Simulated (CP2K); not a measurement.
Two runs for the C K edge of dimethylsilane. Run A: CP2K XAS_TDP, all-electron GAPW, PBEh(45%), aug-pc-1, TDA, no relativity. Run B differs in one setting.

First lines with a strength over 0.0015. A:

```csv
atom,energy (eV),states,"strength, one atom"
"C1 (bonded to Si and 3 H), 2 alike",282.98,1,0.0016
,283.73,1,0.0146
,283.83,1,0.0189
,284.00,1,0.0072
,284.47,1,0.0108
```

B:

```csv
atom,energy (eV),states,"strength, one atom"
"C1 (bonded to Si and 3 H), 2 alike",288.79,1,0.0016
,289.54,1,0.0143
,289.65,1,0.0185
,289.81,1,0.0070
,290.28,1,0.0106
```

Question: Which was it: GW2X switched on, the functional, scalar relativity switched on, the basis?

GW2X switched on. GW2X shifts an atom's lines together and keeps their spacings. Against PBEh(45%) in aug-pc-1, the leading line moves by +5.81 eV, to 289.54 eV.

[Banner, clock and machine lines of the logs are left out without a mark of their own.]

[Logs are printed without paths, hosts, clocks, repeated set-up lines and the standing remarks that a program may print on its own settings, such as how far it seeks lower states.]

[Hosts, paths, dates, database ids (printed as entryN), source tags and the programs' standing remarks are cut or masked in the printed files.]
